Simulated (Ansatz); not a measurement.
# HfSnGe in the AlB2 type: lattice stability ahead of a resistivity run, part 3 of 3

The plan: relax HfSnGe in the AlB2 type, check its phonons, and, if the lattice is stable, compute its Eliashberg function and ρ(T).

Ansatz 0.2.0; DFT PBEsol, scalar-relativistic, plane waves, PAW; PAW set soft_1.

So far, highest frequency, solved or plainly interpolated (cm⁻¹): step 5 (lattice stability: q 2×2×2, k 4×4×6) 178. Also lowest on path (cm⁻¹): step 5 -59.6. The relaxed cell has a = 4.933, c = 2.895 Å (conventional setting).

The structure was built from a prototype and need not be the compound's stable phase.

### Step 6. Lattice stability: q 3×3×2, k 6×6×8

An imaginary mode on so few k-points may come from the sampling, so the phonons are repeated with another q and k mesh.

File input.yaml:

```yaml
crystal:
  lattice:
    - [4.9327630102, 0.0, 0.0]
    - [-2.4663815051, 4.2718980776, 0.0]
    - [0.0, 0.0, 2.8952586895]
  atoms:
    - { symbol: Hf, position: [0.0, 0.0, 0.0] }
    - { symbol: Ge, position: [0.3333333333, 0.6666666667, 0.5] }
    - { symbol: Sn, position: [0.6666666667, 0.3333333333, 0.5] }
kpoints:
  mp_grid: { grid: [6, 6, 8] }
hamiltonian:
  xc: pbesol
  pseudopotentials: { kind: paw, azcp: { folder: soft_1 }, xc_functional: pbe }
scf:
  occupations: { method: methfessel_paxton, width: 0.2 }
output:
  eigenvalues: true
phonons:
  method: dfpt
  qmesh: [3, 3, 2]
  temperatures: { t_max: 1000, t_step: 50 }
  qpath:
    path:
      - [[0.0, 0.0, 0.0], [0.5, 0.0, 0.0], [0.33333333, 0.33333333, 0.0], [0.0, 0.0, 0.0], [0.0, 0.0, 0.5], [0.5, 0.0, 0.5], [0.33333333, 0.33333333, 0.5], [0.0, 0.0, 0.5]]
      - [[0.5, 0.0, 0.5], [0.5, 0.0, 0.0]]
      - [[0.33333333, 0.33333333, 0.5], [0.33333333, 0.33333333, 0.0]]
    npoints: 10
```

Run with:

```sh
ansatz run input.yaml --threads 4 --pin off --max-ram 12288MiB --backend cpu --events-out ev --progress --plain --runs-dir out
```

Numbers of over 12 decimals in the logs are rounded to 6 here.

The log of the run:

```text
[...]
Crystal: 3 atoms, lattice volume = 61.010 Å³
Basis set: ecut = 420 eV, 1191 PW (Γ), exchange–correlation on 72×72×40 points (8 copies of the dense FFT grid, shifted against one another)
Bands: 33, of which v1, the nominal top of the filled ones, is band 27 counted from 1 (26 counted from 0)
Symmetry: 12 space group operations
k-points: 35 of 288 (time reversal used)
[...]
SCF iter   1: F=—  HF=-25805.072622 eV  |F-HF|=—  |Δ(HF+E_count)|=         —  Δρ=8.06e-2  dr2=1.28e1  ethr=3.10e-3  ⟨swp⟩=5.3  Hψ=4057  notcnv=0
[...]
SCF iter  14: F=-25802.295356 eV  HF=-25802.295356 eV  |F-HF|=7.28e-12  |Δ(HF+E_count)|=  2.18e-11  S|Δr|=    0.00e0  Δρ=6.16e-8  dr2=2.75e-12  ethr=1.00e-12  ⟨swp⟩=10.3  Hψ=6932  notcnv=0
the search or the solves at the SCF's close seem to have found levels that the self-consistency loop had missed (the run counts 1). By its estimate they hold under 1e-12 electrons; where the run keeps them, the occupations were computed again with them
SCF 1 converged in 14 iterations: F = -25802.295356 eV  dr2 = 2.75e-12
[...]
SCF iter   4: F=-25802.295356 eV  HF=-25802.295356 eV  |F-HF|=1.82e-11  |Δ(HF+E_count)|=  3.64e-12  S|Δr|=    0.00e0  Δρ=1.36e-7  dr2=8.88e-12  ethr=1.00e-12  ⟨swp⟩=3.9  Hψ=3239  notcnv=0
SCF 2 converged in 4 iterations: F = -25802.295356 eV  dr2 = 8.88e-12
[...]
SCF converged after 14 iterations
[...]
Free energy (F): -25802.295356 eV
[...]
Internal energy: -25802.303531 eV  (E = F + TS)
E sigma→0 (E₀):  -25802.297400 eV
Entropy (-TS):   0.008174 eV (2.725 meV/atom)
Fermi energy:    15.211382 eV
Step filling:    the computed levels leave a gap of 0.0116 eV = 0.1 smearing widths at the electron count; against every level under it full and every level over it empty, smearing changes F+E_penalty+E_count by +0.071 meV and its σ→0 estimate by -1.972 meV
[...]
--- Band table (eV; the first three rows and the last of 35) ---
  k-point 0: bands = [... 23 lower, 10.8237, 10.8237, 13.1382, 14.8535, 14.8535, 18.9664, 19.4435, 19.4435, ... 2 higher]
  k-point 1: bands = [... 23 lower, 11.1161, 11.1161, 13.7912, 14.6757, 14.6757, 17.4839, 19.3340, 19.3340, ... 2 higher]
  k-point 2: bands = [... 23 lower, 11.9689, 11.9689, 13.6951, 14.1531, 14.1531, 16.4731, 18.8701, 18.8701, ... 2 higher]
  k-point 34: bands = [... 23 lower, 11.2210, 11.4500, 12.6365, 14.9351, 15.1865, 15.9818, 17.5778, 17.6589, ... 2 higher]
[...]
ASR residual: 1.397e-5 → 0.000e0 eV/Å²; symmetrization residual: 1.186e-5 eV/Å²
  ASR residual per site (eV/Å²): 7.38e-6 1.21e-5 1.40e-5
  Γ frequencies (cm⁻¹): 0.00 0.00 0.00 31.18 66.37 78.13 78.13 178.27 178.27
--- Phonons (arbitrary-q DFPT): 6 irreducible q on the 3×3×2 mesh ---
[...]
interpolated dispersion: 93 rows × 9 modes
[...]
```

It took 1.7 min on 4 threads of Intel Xeon 6975P-C (Granite Rapids), shared host; peak memory 1 GiB; 6.4 min of CPU time.

This step gave:

| Quantity | Value |
| --- | --- |
| share of imaginary modes in the plain interpolation between solved wavevectors | 0.0071 |
| highest frequency, solved or plainly interpolated | 187.6 cm⁻¹ |

Solved on the 3×3×2 mesh alone; all other wavevectors are interpolated. Phonon branches along the path, in cm⁻¹:

```tsv
point	branch 1	branch 2	branch 3	branch 4	branch 5	branch 6	branch 7	branch 8	branch 9
Γ	0	0	0	31	66	78	78	178	178
halfway	18	30	39	64	69	88	101	156	170
M	23	27	50	65	81	85	98	147	170
halfway	-13	34	49	61	65	73	117	145	171
K	-22	45	46	47	55	63	135	136	172
halfway	22	28	40	68	68	86	106	152	170
Γ	0	0	0	31	66	78	78	178	178
halfway	55	55	62	89	89	110	138	171	171
A	78	78	83	98	98	150	163	163	186
halfway	63	68	86	89	104	154	164	169	188
L	42	58	88	90	113	150	166	178	187
halfway	44	44	86	105	118	146	166	176	187
H	33	45	86	118	123	141	166	174	186
halfway	59	62	87	92	108	153	163	171	188
A	78	78	83	98	98	150	163	163	186
jump to L	42	58	88	90	113	150	166	178	187
halfway	39	43	87	90	97	128	143	151	168
M	23	27	50	65	81	85	98	147	170
jump to H	33	45	86	118	123	141	166	174	186
halfway	17	28	68	95	127	131	137	142	169
K	-22	45	46	47	55	63	135	136	172
```

The phonon branches as a text plot (rows in cm⁻¹):

```
    183 |                       ******************       *
    175 |***   *****  *******  *    *********    **      **   ***
    166 | *****     ***      *********************************
    157 |                    *    **         **    *       *
    148 |   ****    **          **  *****  **  **** *****
    140 |       ****        *  *         **        **    ********
    131 |        **           *                     **     *****
    122 |       *  *       * *          ***              **  *
    114 |           *       *        *** ****    *   **  **
    105 |   *  *     *             **   *  * **   **       * **
     96 |  * **       *    * ******    *    * ***   *****   *
     87 | *****      **   ***      ***********   *********   ***
     79 |*   ***    *  ****   *****           ***       * **  *
     70 |***** **  *******   ***  **         **       **    *  **
     61 |     ******        **     ****          *      *    *
     53 |  *  *****       ***       *  *   **     *    **     ***
     44 | * **   ******    *         *******     **** *  **
     35 |***    *  *  *****              **        ***** * *    *
     26 | ******    ***  **                            ** ******
     18 |* **  *    *  *                                    *
      9 |**           ** *                                   *
      0 |*             **
     -8 |
    -17 |       ****                                          ***
         Γ    M  K      Γ       A     L  H     A|L     M|H      K
```

Lowest modes at the softest wavevector of the mesh. The modes at q = (-0.333, -0.333, 0.000) (shares of kinetic energy by element, %) (negative means imaginary):

```tsv
mode	frequency (cm⁻¹)	Hf %	Ge %	Sn %
1	-21.5	0	47	53
2	45.4	0	100	0
3	46.4	100	0	0
4	46.9	84	0	16
5	55.1	0	0	100
6	63.0	98	2	0
```

Displacements in mode 1 (-21.5 cm⁻¹), the largest set to 1, in the home cell (x, y, z of the real part, then of the imaginary part):
```
Hf1  0.00  0.00  0.00  0.00  0.00  0.00
Ge2  0.97  0.26  0.00 -0.26  0.97  0.00
Sn3  0.21 -0.80  0.00 -0.80 -0.21  0.00
```

Displacements in mode 3 (46.4 cm⁻¹), the largest set to 1, in the home cell:
```
Hf1 0.00 0.00 1.00
Ge2 0.00 0.00 0.00
Sn3 0.00 0.00 0.00
```

The modes has structure finer than the step of the table below, so its rows give means over 5 cm⁻¹, whole bins alone (the curve runs from -31.1 to 203 cm⁻¹). Peaks (cm⁻¹: height): Ge 43.9: 0.0452, 102.7: 0.0218, 148.3: 0.0465, 167.4: 0.0760; Hf 43.9: 0.0211, 86.5: 0.0666, 130.6: 0.0161, 171.8: 0.0177; Sn 95.3: 0.0265, 129.1: 0.0151, 146.8: 0.0368, 168.8: 0.0597, 185.0: 0.0219.

Phonopy on the run's constants, 13x13x19 mesh, Gaussian sigma 2.0 cm⁻¹. Table of modes by wavenumber; means over each step; values in 1/cm⁻¹/cell:

```tsv
wavenumber (cm⁻¹)	Ge	Hf	Sn
-25	1.8e-4	2.2e-5	2.1e-4
-20	0.00142	2.6e-4	0.00165
-15	0.00180	4.9e-4	0.00208
-10	0.00128	4.7e-4	0.00147
-5	5.2e-4	2.2e-4	6.3e-4
0	1.3e-4	1.2e-4	1.7e-4
5	8.6e-4	4.8e-4	0.00103
10	0.00188	0.00123	0.00219
15	0.00281	0.00216	0.00338
20	0.00475	0.00403	0.00552
25	0.00851	0.00767	0.00931
30	0.0126	0.0102	0.0116
35	0.0186	0.0122	0.0118
40	0.0359	0.0184	0.0130
45	0.0417	0.0203	0.0151
50	0.0259	0.0151	0.0150
55	0.0167	0.0152	0.0166
60	0.0130	0.0165	0.0163
65	0.0108	0.0201	0.0160
70	0.00988	0.0273	0.0165
75	0.01000	0.0305	0.0146
80	0.0123	0.0393	0.0156
85	0.0137	0.0597	0.0176
90	0.0160	0.0546	0.0201
95	0.0180	0.0360	0.0250
100	0.0196	0.0213	0.0210
105	0.0194	0.0177	0.0189
110	0.0154	0.0201	0.0169
115	0.0129	0.0180	0.0129
120	0.00631	0.00729	0.00586
125	0.00404	0.00654	0.00854
130	0.00269	0.0135	0.0120
135	0.00155	0.00604	0.00206
140	0.0101	0.00574	0.00527
145	0.0350	0.0126	0.0282
150	0.0391	0.0124	0.0263
155	0.0184	0.00820	0.0129
160	0.0169	0.0121	0.0214
165	0.0530	0.0123	0.0432
170	0.0548	0.0154	0.0502
175	0.0101	0.0135	0.0219
180	9.6e-4	0.00277	0.0125
185	3.8e-4	0.00150	0.0209
190	1.3e-4	4.5e-4	0.00674
195	1.3e-6	2.6e-6	5.1e-5
200	0	0	0
```

No LO-TO term; unit eigenvectors of the mass-weighted matrix. The modes at Γ (shares of kinetic energy by element, %):

```tsv
mode	frequency (cm⁻¹)	symmetry	Hf %	Ge %	Sn %
1	0.0	unnamed	48	20	32
2	0.0	unnamed	48	20	32
3	0.0	unnamed	48	20	32
4	31.2	A2''	7	79	14
5	66.4	A2''	45	1	54
6	78.1	E'	51	29	20
7	78.1	E'	51	29	20
8	178.3	E'	1	51	48
9	178.3	E'	1	51	48
```

Displacements in mode 4 (31.2 cm⁻¹), the largest set to 1:
```
Hf1  0.00  0.00 -0.19
Ge2  0.00  0.00  1.00
Sn3  0.00  0.00 -0.33
```

Displacements in mode 7 (78.1 cm⁻¹), the largest set to 1:
```
Hf1  0.00  0.84  0.00
Ge2  0.00 -1.00  0.00
Sn3  0.00 -0.65  0.00
```

Among the solved wavevectors the lowest mode, translations apart, is -21.5 cm⁻¹, imaginary.

### Step 7. Summary of results

| Item | Value |
| --- | --- |
| phonon run of the rows without a label of their own | PBEsol, q 3×3×2, k 6×6×8 |
| softest mode on the q mesh | -21.5 cm⁻¹ at q = (-0.333, -0.333, 0) |
| highest frequency, solved or plainly interpolated | 188 cm⁻¹ |

The lattice is dynamically unstable at this level: a mode at q = (-0.333, -0.333, 0) is imaginary, 21.5i cm⁻¹, so no harmonic coupling constant or resistivity is defined for this structure. These meshes are coarse, and single modes of a metal can move by tens of cm⁻¹ with the k mesh. The coarser mesh found an imaginary mode at another wavevector, which this mesh lacks. Spin–orbit coupling, left out here, matters for Hf. The phonon runs are not spin-polarised. The PAW files were made for PBE; under other functionals the run regenerates their frozen core. The structure was built by hand as an ordered model, and its stability against other phases was not tested.

[Logs are printed without paths, hosts, clocks, repeated set-up lines and the standing remarks that a program may print on its own settings, such as how far it seeks lower states.]

[Hosts, paths, dates, database ids (printed as entryN), source tags and the programs' standing remarks are cut or masked in the printed files.]
